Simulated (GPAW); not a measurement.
Records of electronic-structure calculations.

```cif
data_inse
_symmetry_space_group_name_H-M 'R3m:H'
_symmetry_Int_Tables_number 160
_cell_length_a 4.0000
_cell_length_b 4.0000
_cell_length_c 25.3200
_cell_angle_alpha 90.000
_cell_angle_beta 90.000
_cell_angle_gamma 120.000
_cell_volume 350.84
loop_
_atom_site_label
_atom_site_type_symbol
_atom_site_symmetry_multiplicity
_atom_site_Wyckoff_symbol
_atom_site_fract_x
_atom_site_fract_y
_atom_site_fract_z
_atom_site_occupancy
In1 In 3 a 0.00000 0.00000 0.00000 1
In2 In 3 a 0.66667 0.33333 0.22193 1
Se1 Se 3 a 0.33333 0.66667 0.05017 1
Se2 Se 3 a 0.00000 0.00000 0.17190 1
_calc_subject 'A GW chain in GPAW: InSe (R3m)'
_calc_method 'DFT, LDA, plane waves, PAW (and 1 further level or step)'
_calc_program 'GPAW 26.7.0'
_calc_settings 'cutoff 450 eV, GPAW PAW setups 1.2.1 data release, 4×4×4 k-mesh, nbands 547'
_calc_cost '3 runs, 4.4 min in all on 8 MPI ranks of AMD EPYC 9R45, shared host'
_calc_notes 'The database entry behind the starting cell differs from other determinations of this structure. The cell and positions come from the Crystallography Open Database and are kept as given unless a step says otherwise. Limits: no spin-orbit coupling.'
_calc_lda_gap '0.21 eV, direct'
_calc_g0w0_gap_on_the_mesh '1.04 eV'
_calc_gw_settings '4×4×4 mesh, 249 bands, screening to 96 eV, Godby-Needs plasmon pole'
_calc_known_limits 'short of the basis limit; no spin-orbit coupling'
```

[Long decimals in the printed logs are rounded to 6 places.]

[Logs are printed without paths, hosts, clocks, repeated set-up lines and the standing remarks that a program may print on its own settings, such as how far it seeks lower states.]

[Paths, hosts, dates, memory and timing lines, banners, echoed tables and standing remarks are left out of the program output; an Ansatz launch command may be rebuilt from the run's recorded settings. Measured values are a selection of at most five: reports struck by readers or far from the other reports are left out. None is set beside runs whose start may be inverted or whose files or cutoffs have a known fault.]

[Runs of the session that timed out or met a known fault of the program may be left out.]

[Hosts, paths, dates, database ids (printed as entryN), source tags and the programs' standing remarks are cut or masked in the printed files.]

[Where the starting crystal was built by hand or by swapping elements, it need not be the compound's stable phase.]
